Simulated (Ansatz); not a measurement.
# Sc (P6_3/mmc, 2 atoms in the cell): zone-centre modes under pressure, part 2 of 3

Wanted: Grüneisen parameters and pressure coefficients of the modes of Sc (P6_3/mmc, 2 atoms in the cell).

Ansatz 0.2.0; DFT LDA, scalar-relativistic, plane waves, PAW; PAW set soft_1.

So far. Step 3 (Bringing the structure to rest): Little changed from the start: no atom moved by 0.005 Å and no cell edge by 0.1 %.

### Step 4. Tight relaxation

Phonons need small forces and stress, so the relaxation is finished with tight tolerances on 15×15×8 k points.

The input, input.yaml:

```yaml
crystal:
  lattice:
    - [3.2295941641, 0.0, 0.0]
    - [-1.6147970821, 2.79691059, 0.0]
    - [0.0, 0.0, 4.9845188724]
  atoms:
    - { symbol: Sc, position: [0.3333333333, 0.6666666667, 0.25] }
    - { symbol: Sc, position: [0.6666666667, 0.3333333333, 0.75] }
kpoints:
  mp_grid: { grid: [15, 15, 8] }
hamiltonian:
  xc: lda
  pseudopotentials: { kind: paw, azcp: { folder: soft_1 }, xc_functional: pbe }
scf:
  occupations: { method: methfessel_paxton, width: 0.2 }
output:
  forces: true
  stress: true
  eigenvalues: true
  write_density: true
  write_potential: true
  elf: true
  volumetric_format: npy
relax:
  adjacent_minimum: "off"
  f_tol: 0.001
  max_steps: 60
  cell: { stress_tol: 0.01 }
```

Run with:

```console
ansatz run input.yaml --threads 4 --pin off --max-ram 10240MiB --backend cpu --events-out ev --progress --plain --runs-dir out
```

Numbers of over 12 decimals in the logs are rounded to 6 here.

Log:

```text
[...]
Crystal: 2 atoms, lattice volume = 45.025 Å³
Basis set: ecut = 420 eV, 905 PW (Γ)
Bands: 15, of which v1, the nominal top of the filled ones, is band 11 counted from 1 (10 counted from 0)
Symmetry: 24 space group operations
[...]
k-points: 135 of 1800
[...]
k-point 134: bands = [... 7 lower, -17.4796, 9.4519, 9.4519, 9.7044, 9.7044, 10.2658, 10.2658, 12.4512]
--- Relaxed structure (2 steps of the walk, 2 accepted, 1 SCFs on fresh bases) ---
[...]
cell:  # Å, volume = 45.0279 Å³
    - [3.230449, 2.8875158370882084e-11, 0.0]
    - [-1.615225, 2.797651, 0.0]
    - [0.0, 0.0, 4.982245]
  atoms:
    - { symbol: Sc, position: [0.333333, 0.666667, 0.250000] }
    - { symbol: Sc, position: [0.666667, 0.333333, 0.750000] }
[key lines of the parts left out:]
SCF converged after 4 iterations
Free energy (F): -4178.028237 eV
Fermi energy:    9.895561 eV
P = ⅓ Tr σ = -0.0040 GPa (-0.040 kbar)
```

It took 1.5 s on 4 threads of AMD EPYC 9B45 (Zen 5), shared host; peak memory 0.47 GiB.

Little changed from the start: no atom moved by 0.005 Å and no cell edge by 0.1 %.

This step gave:

* pressure: -0.004049 GPa

Valence density in the ac plane at fractional y = 0.333, with atoms of Sc within 0.2 Å of it. It is the smooth field of the valence electrons, not physical close to the nuclei.

Values in e/Å³, 21 rows by 14 columns, each cell a mean:
```
0.1 0.1 0.1 0.1 0.1 0.1 0.2 0.2 0.3 0.4 0.3 0.3 0.2 0.1
0.1 0.1 0.1 0.1 0.1 0.2 0.3 0.5 0.9 1.3 1.1 0.7 0.4 0.2
0.2 0.1 0.1 0.1 0.1 0.2 0.6 1.4 2.8 3.7 3.3 2.1 0.9 0.3
0.2 0.1 0.1 0.1 0.2 0.3 1.1 2.9 5.3 6.7 6.2 4.2 1.9 0.6
0.2 0.1 0.1 0.1 0.2 0.4 1.5 4.1 6.9 8.4 7.9 5.6 2.7 0.8
0.2 0.1 0.1 0.1 0.2 0.4 1.4 3.8 6.6 8.1 7.5 5.3 2.5 0.8
0.2 0.1 0.1 0.1 0.2 0.3 0.9 2.4 4.4 5.7 5.2 3.4 1.5 0.5
0.2 0.1 0.1 0.1 0.1 0.2 0.4 1.0 2.0 2.7 2.4 1.5 0.7 0.3
0.1 0.1 0.1 0.1 0.1 0.2 0.2 0.4 0.6 0.8 0.7 0.5 0.3 0.2
0.1 0.1 0.1 0.1 0.1 0.1 0.1 0.2 0.2 0.3 0.3 0.2 0.2 0.1
0.1 0.1 0.1 0.1 0.1 0.1 0.1 0.1 0.1 0.2 0.2 0.1 0.1 0.1
0.1 0.1 0.1 0.1 0.1 0.1 0.1 0.1 0.1 0.1 0.1 0.1 0.1 0.1
0.2 0.2 0.2 0.2 0.2 0.1 0.1 0.1 0.1 0.1 0.1 0.1 0.1 0.1
0.2 0.3 0.3 0.3 0.2 0.2 0.2 0.1 0.1 0.1 0.1 0.1 0.1 0.2
0.2 0.3 0.4 0.4 0.3 0.2 0.2 0.1 0.1 0.1 0.1 0.1 0.1 0.2
0.3 0.4 0.5 0.5 0.3 0.2 0.2 0.1 0.1 0.1 0.1 0.1 0.2 0.2
0.2 0.3 0.4 0.4 0.3 0.2 0.2 0.1 0.1 0.1 0.1 0.1 0.1 0.2
0.2 0.2 0.3 0.3 0.2 0.2 0.1 0.1 0.1 0.1 0.1 0.1 0.1 0.1
0.1 0.2 0.2 0.2 0.2 0.1 0.1 0.1 0.1 0.1 0.1 0.1 0.1 0.1
0.1 0.1 0.1 0.1 0.1 0.1 0.1 0.1 0.1 0.1 0.1 0.1 0.1 0.1
0.1 0.1 0.1 0.1 0.1 0.1 0.1 0.1 0.2 0.2 0.2 0.2 0.1 0.1
```
Columns run along a (3.2 Å), rows up along c (5.0 Å). Atoms in or near the plane, at fractional coordinates: Sc at (0.67, 0.75).

ELF in the ac plane at fractional y = 0.333, with atoms of Sc within 0.2 Å of it. It is the smooth field of the valence electrons, not physical close to the nuclei.

Values, 21 rows by 14 columns, each cell a mean:
```
0.29 0.42 0.49 0.47 0.35 0.20 0.13 0.13 0.18 0.22 0.20 0.15 0.12 0.15
0.19 0.35 0.47 0.43 0.26 0.13 0.15 0.30 0.46 0.54 0.51 0.38 0.22 0.12
0.13 0.25 0.38 0.33 0.17 0.13 0.31 0.55 0.65 0.65 0.65 0.62 0.44 0.20
0.11 0.18 0.29 0.25 0.13 0.20 0.48 0.65 0.56 0.40 0.46 0.62 0.60 0.33
0.12 0.15 0.24 0.20 0.12 0.25 0.57 0.63 0.37 0.11 0.21 0.52 0.65 0.42
0.12 0.15 0.25 0.21 0.12 0.24 0.55 0.64 0.42 0.17 0.27 0.55 0.64 0.40
0.11 0.20 0.32 0.27 0.14 0.17 0.43 0.63 0.62 0.52 0.56 0.64 0.56 0.28
0.14 0.29 0.41 0.37 0.20 0.12 0.25 0.47 0.61 0.65 0.64 0.56 0.36 0.16
0.22 0.39 0.49 0.45 0.30 0.15 0.13 0.22 0.35 0.43 0.40 0.29 0.16 0.12
0.32 0.42 0.47 0.45 0.37 0.24 0.16 0.13 0.15 0.17 0.16 0.14 0.14 0.19
0.31 0.32 0.32 0.32 0.31 0.30 0.28 0.26 0.25 0.24 0.25 0.25 0.27 0.30
0.20 0.17 0.16 0.16 0.19 0.24 0.33 0.42 0.48 0.51 0.50 0.46 0.38 0.29
0.13 0.12 0.12 0.12 0.12 0.17 0.28 0.44 0.59 0.66 0.64 0.53 0.36 0.21
0.11 0.14 0.18 0.17 0.14 0.13 0.22 0.40 0.60 0.70 0.67 0.52 0.30 0.15
0.13 0.21 0.27 0.26 0.18 0.13 0.18 0.36 0.58 0.70 0.66 0.49 0.25 0.12
0.14 0.23 0.30 0.29 0.21 0.13 0.17 0.35 0.58 0.71 0.66 0.48 0.24 0.12
0.12 0.19 0.24 0.23 0.17 0.13 0.19 0.37 0.59 0.70 0.67 0.50 0.27 0.13
0.11 0.13 0.15 0.15 0.12 0.14 0.24 0.42 0.60 0.69 0.66 0.53 0.32 0.16
0.15 0.13 0.12 0.13 0.14 0.19 0.30 0.44 0.56 0.62 0.60 0.52 0.38 0.23
0.24 0.22 0.21 0.21 0.23 0.27 0.32 0.37 0.40 0.42 0.41 0.40 0.36 0.30
0.33 0.36 0.37 0.37 0.34 0.29 0.24 0.21 0.19 0.19 0.19 0.20 0.23 0.27
```
Columns run along a (3.2 Å), rows up along c (5.0 Å). Atoms in or near the plane, at fractional coordinates: Sc at (0.67, 0.75).

Electrostatic potential energy in the ac plane at fractional y = 0.333, with atoms of Sc within 0.2 Å of it. With pseudopotentials it is smooth inside the atoms' cores, unlike the true potential.

Values in eV, 21 rows by 14 columns, each cell a mean:
```
 10  11  12  11  11   9   7   5   2   0   1   3   6   8
  9  11  11  11  10   7   3  -4 -10 -14 -12  -7   0   5
  7  10  11  11   9   4  -5 -16 -26 -31 -29 -21 -10   0
  5   9  10  10   7   0 -12 -27 -38 -42 -41 -34 -20  -5
  4   8  10   9   7  -2 -17 -33 -42 -43 -43 -39 -25  -9
  4   8  10  10   7  -2 -16 -32 -42 -43 -43 -38 -24  -8
  6   9  10  10   8   2 -10 -24 -35 -40 -38 -30 -17  -4
  8  10  11  11   9   5  -2 -11 -20 -25 -23 -16  -7   2
  9  11  12  11  10   8   5   0  -5  -8  -7  -3   2   7
 10  11  11  11  11  10   8   6   5   4   4   6   7   9
 10  10  10  10  10  10  10   9   9   9   9   9  10  10
  9   9   8   9   9  10  10  11  11  11  11  11  11  10
  8   6   5   6   7   8  10  11  11  12  12  11  10   9
  5   3   1   2   4   7   9  10  11  12  12  11  10   8
  3   0  -3  -2   1   5   8  10  11  12  12  11   9   7
  2  -2  -4  -3   0   4   8  10  11  12  12  11   9   7
  4   1  -1  -1   2   5   8  10  11  12  12  11   9   7
  6   4   3   3   5   7   9  11  11  12  12  11  10   8
  8   7   7   7   8   9  10  11  11  12  11  11  10  10
 10   9   9   9  10  10  10  10  10  10  10  10  10  10
 11  11  11  11  11  10  10   9   8   8   8   9   9  10
```
Columns run along a (3.2 Å; values clipped at the 3rd and 97th percentile), rows up along c (5.0 Å). Atoms in or near the plane, at fractional coordinates: Sc at (0.67, 0.75).

The forces vanish by symmetry and the pressure is -0.004 GPa, within the tolerances set. The cell now holds 22.51 Å³/atom.

### Step 5. Modes at rest

The force constants come from the linear response of the density to a displacement.

The modes at rest are the reference of the series.

input.yaml, the sections that differ from step 4:

```yaml
crystal:
  lattice:
    - [3.2304492474, 0.0, 0.0]
    - [-1.6152246237, 2.7976511139, 0.0]
    - [0.0, 0.0, 4.9822449334]
  atoms:
    - { symbol: Sc, position: [0.3333333333, 0.6666666667, 0.25] }
    - { symbol: Sc, position: [0.6666666667, 0.3333333333, 0.75] }
output:
  eigenvalues: true
phonons:
  method: dfpt
# kpoints, hamiltonian, scf: as in step 4
# relax: removed
```

Log:

```text
zone centre: on kpoints.mp_grid the ground state, and the responses unless they are solved on pairs of k-points, stand on 320 of the mesh's 1800 k-points, reduced under 4 symmetry operations, with k and −k counted as one. Each operation leaves every solved displacement unchanged or reverses it
[...]
Crystal: 2 atoms, lattice volume = 45.028 Å³
Basis set: ecut = 420 eV, 905 PW (Γ), exchange–correlation on 48×48×72 points (8 copies of the dense FFT grid, shifted against one another)
Bands: 15, of which v1, the nominal top of the filled ones, is band 11 counted from 1 (10 counted from 0)
Symmetry: 24 space group operations
k-points: 320 of 1800 (irreducible under 4 space group operations, time reversal used)
[...]
SCF iter   1: F=—  HF=-4178.148699 eV  |F-HF|=—  |Δ(HF+E_count)|=         —  Δρ=2.41e-2  dr2=3.16e-1  ethr=3.10e-3  ⟨swp⟩=3.1  Hψ=17592  notcnv=0
[...]
SCF iter   8: F=-4178.028237 eV  HF=-4178.028237 eV  |F-HF|=3.64e-12  |Δ(HF+E_count)|=  3.18e-11  S|Δr|=    0.00e0  Δρ=1.22e-7  dr2=5.74e-12  ethr=1.00e-12  ⟨swp⟩=3.0  Hψ=18849  notcnv=0
SCF 1 converged in 8 iterations: F = -4178.028237 eV  dr2 = 5.74e-12
[...]
DFPT response loops at Γ: preconditioner auto → Kerker (q_TF=auto, 2.421 Å⁻¹) (partly filled bands, converged f_vac=0.000); β = 1.00, the filter's whole step (`scf.mixing.beta` (0.50) is not read by the response loops under this deck's `scf.mixing.preconditioner`; to damp them name `kerker` or `kerker_dos`, under which they read `scf.mixing.beta`, and type it under 1.00, their step now; both keys bind the ground state too); Broyden in place of MSR1
SCF converged after 8 iterations
[...]
Free energy (F): -4178.028237 eV
[...]
Internal energy: -4178.026201 eV  (E = F + TS)
E sigma→0 (E₀):  -4178.027728 eV
Entropy (-TS):   -0.002036 eV (-1.018 meV/atom)
Fermi energy:    9.895562 eV
Step filling:    the computed levels leave a gap of 0.0000 eV = 0.0 smearing widths at the electron count; against every level under it full and every level over it empty, smearing changes F+E_penalty+E_count by +1.308 meV and its σ→0 estimate by +1.817 meV
[...]
--- Band table (eV; the first three rows and the last of 320) ---
  k-point 0: bands = [... 7 lower, -17.3795, 4.6720, 8.1425, 10.9054, 11.5297, 11.5297, 11.8972, 12.0531]
  k-point 1: bands = [... 7 lower, -17.4041, 4.7889, 8.0353, 10.7949, 11.4604, 11.4604, 11.8169, 11.9735]
  k-point 2: bands = [... 7 lower, -17.4393, 5.1304, 7.6721, 10.6505, 11.3659, 11.3659, 11.5927, 11.7852]
  k-point 319: bands = [... 7 lower, -17.4924, 8.5079, 8.5079, 10.0608, 10.0608, 10.6854, 10.6854, 12.2643]
--- Phonons (Γ-DFPT): 2 representative perturbations + reference, on 320 of 1800 k-points (Σ response iterations 6) ---
  k mesh reduced under 4 symmetry operations, with k and −k counted as one. Each operation leaves every solved displacement unchanged or reverses it
  ASR residual: 8.029e-5 → 0.000e0 eV/Å²; symmetrization residual: 4.574e-13 eV/Å²
  ASR residual per site (eV/Å²): 8.03e-5 8.03e-5
  Γ frequencies (cm⁻¹): 0.00 0.00 0.00 137.46 137.46 239.99
  non-analytic LO–TO correction: not included (Born effective charges unavailable; polar crystals: no LO–TO splitting at Γ)
```

It took 5.8 s on 4 threads; peak memory 1 GiB; 21 s of CPU time.

Numbers from this step:

| Quantity | Value |
| --- | --- |
| sum-rule residual before enforcement | 8.03e-5 eV/Å² |
| point group | 6/mmm |
| highest optical mode at the zone centre (no LO-TO term) | 240.0 cm⁻¹ |
| lowest optical zone-centre mode | 137.5 cm⁻¹ |

Patterns of degenerate modes are one choice out of their space. Modes at Γ:

| mode | frequency (cm⁻¹) | symmetry |
| --- | --- | --- |
| 1 | 0.0 | acoustic |
| 2 | 0.0 | acoustic |
| 3 | 0.0 | acoustic |
| 4 | 137.5 | E2g |
| 5 | 137.5 | E2g |
| 6 | 240.0 | B1g |

Displacements in mode 4 (137.5 cm⁻¹), the largest set to 1:
```
Sc1 -1.00  0.00  0.00
Sc2  1.00  0.00  0.00
```

Displacements in mode 6 (240.0 cm⁻¹), the largest set to 1:
```
Sc1  0.00  0.00 -1.00
Sc2  0.00  0.00  1.00
```

Before it was imposed, the acoustic sum rule was missed by 8.0e-5 eV/Å². Small misses are needed for a sound result but don't prove that mesh and cutoff are converged. The lowest optical mode is real, 137 cm⁻¹.

### Step 6. A member of the series: 1.06 times the volume at rest

The cell is set to 1.06 times the volume at rest, and shape and atoms relax at that volume.

input.yaml, the sections that differ from step 5:

```yaml
crystal:
  lattice:
    - [3.2923754124, 0.0, 0.0]
    - [-1.6461877062, 2.8512807459, 0.0]
    - [0.0, 0.0, 5.0843809726]
  atoms:
    - { symbol: Sc, position: [0.3333333333, 0.6666666667, 0.25] }
    - { symbol: Sc, position: [0.6666666667, 0.3333333333, 0.75] }
output:
  forces: true
  stress: true
  eigenvalues: true
relax:
  adjacent_minimum: "off"
  f_tol: 0.001
  max_steps: 60
  cell: { stress_tol: 0.01, fix: [volume] }
# kpoints, hamiltonian, scf: as in step 5
# phonons: removed
```

Log:

```text
[...]
Crystal: 2 atoms, lattice volume = 47.730 Å³
Basis set: ecut = 420 eV, 953 PW (Γ)
Bands: 15, of which v1, the nominal top of the filled ones, is band 11 counted from 1 (10 counted from 0)
Symmetry: 24 space group operations
[...]
k-points: 135 of 1800
[...]
k-point 134: bands = [... 7 lower, -18.3405, 8.7990, 8.7990, 9.0337, 9.0337, 9.5228, 9.5228, 11.6278]
--- Relaxed structure (2 steps of the walk, 2 accepted, 1 SCFs on fresh bases) ---
[...]
cell:  # Å, volume = 47.7296 Å³
    - [3.291664, 0.0, 0.0]
    - [-1.645832, 2.850664, 0.0]
    - [0.0, 0.0, 5.086580]
  atoms:
    - { symbol: Sc, position: [0.333333, 0.666667, 0.25] }
    - { symbol: Sc, position: [0.666667, 0.333333, 0.750000] }
[key lines of the parts left out:]
SCF converged after 3 iterations
Free energy (F): -4177.999562 eV
Fermi energy:    9.209502 eV
P = ⅓ Tr σ = -3.2575 GPa (-32.575 kbar)
```

Run time: 1.5 s. Hardware: 4 threads; peak memory 0.47 GiB; 5 s of CPU time.

Little changed from the start: no atom moved by 0.005 Å and no cell edge by 0.1 %.

This step gave:

```
pressure        : -3.257 GPa
volume per atom : 23.86 Å³
```

The forces vanish by symmetry, at a pressure of -3.26 GPa.

### Step 7. Zone-centre modes of the member: 1.06 times the volume at rest

The zone-centre modes follow for 1.06 times the volume at rest.

input.yaml, the sections that differ from step 6:

```yaml
crystal:
  lattice:
    - [3.2916636121, 0.0, 0.0]
    - [-1.645831806, 2.8506643088, 0.0]
    - [0.0, 0.0, 5.0865801373]
  atoms:
    - { symbol: Sc, position: [0.3333333333, 0.6666666667, 0.25] }
    - { symbol: Sc, position: [0.6666666667, 0.3333333333, 0.75] }
output:
  eigenvalues: true
phonons:
  method: dfpt
# kpoints, hamiltonian, scf: as in step 6
# relax: removed
```

Log:

```text
[...]
Crystal: 2 atoms, lattice volume = 47.730 Å³
Basis set: ecut = 420 eV, 953 PW (Γ), exchange–correlation on 48×48×72 points (8 copies of the dense FFT grid, shifted against one another)
Bands: 15, of which v1, the nominal top of the filled ones, is band 11 counted from 1 (10 counted from 0)
Symmetry: 24 space group operations
k-points: 320 of 1800 (irreducible under 4 space group operations, time reversal used)
[...]
SCF iter   1: F=—  HF=-4178.125673 eV  |F-HF|=—  |Δ(HF+E_count)|=         —  Δρ=2.40e-2  dr2=3.42e-1  ethr=3.10e-3  ⟨swp⟩=3.0  Hψ=17507  notcnv=0
[...]
SCF iter   8: F=-4177.999562 eV  HF=-4177.999562 eV  |F-HF|=4.55e-12  |Δ(HF+E_count)|=  3.27e-11  S|Δr|=    0.00e0  Δρ=1.32e-7  dr2=7.26e-12  ethr=1.00e-12  ⟨swp⟩=3.1  Hψ=18886  notcnv=0
SCF 1 converged in 8 iterations: F = -4177.999562 eV  dr2 = 7.26e-12
[...]
SCF converged after 8 iterations
[...]
Free energy (F): -4177.999562 eV
[...]
Internal energy: -4177.995695 eV  (E = F + TS)
E sigma→0 (E₀):  -4177.998595 eV
Entropy (-TS):   -0.003868 eV (-1.934 meV/atom)
Fermi energy:    9.209503 eV
[...]
--- Band table (eV; the first three rows and the last of 320) ---
  k-point 0: bands = [... 7 lower, -18.2560, 4.0802, 7.5380, 10.0459, 10.7768, 10.7768, 11.1030, 11.2554]
  k-point 1: bands = [... 7 lower, -18.2761, 4.1908, 7.4128, 9.9617, 10.7133, 10.7133, 11.0288, 11.1830]
  k-point 2: bands = [... 7 lower, -18.3071, 4.5144, 7.0128, 9.8736, 10.6263, 10.6263, 10.8213, 11.0111]
  k-point 319: bands = [... 7 lower, -18.3510, 7.8406, 7.8406, 9.3608, 9.3608, 9.9688, 9.9688, 11.4555]
[...]
ASR residual: 8.969e-5 → 0.000e0 eV/Å²; symmetrization residual: 2.260e-10 eV/Å²
  ASR residual per site (eV/Å²): 8.97e-5 8.97e-5
  Γ frequencies (cm⁻¹): 0.00 0.00 0.00 132.80 132.80 219.15
[...]
```

It took 6.1 s on 4 threads; peak memory 1.1 GiB; 22 s of CPU time.

This step gave:

* sum-rule residual before enforcement: 8.97e-5 eV/Å²
* highest optical mode at the zone centre (no LO-TO term): 219.2 cm⁻¹
* lowest optical zone-centre mode: 132.8 cm⁻¹

Patterns of degenerate modes are one choice out of their space. Modes at Γ:

| mode | frequency (cm⁻¹) | symmetry |
| --- | --- | --- |
| 1 | 0.0 | acoustic |
| 2 | 0.0 | acoustic |
| 3 | 0.0 | acoustic |
| 4 | 132.8 | E2g |
| 5 | 132.8 | E2g |
| 6 | 219.2 | B1g |

The lowest optical mode is real, 133 cm⁻¹, and the highest lies at 219.2 cm⁻¹.

Between step 5 and this run (volume ratio 1.06) the value for the highest optical mode at the zone centre (no LO-TO term) moves from 240 cm⁻¹ to 219 cm⁻¹ (-9 %).

[end of part 2 of 3]

[Logs are printed without paths, hosts, clocks, repeated set-up lines and the standing remarks that a program may print on its own settings, such as how far it seeks lower states.]

[Hosts, paths, dates, database ids (printed as entryN), source tags and the programs' standing remarks are cut or masked in the printed files.]
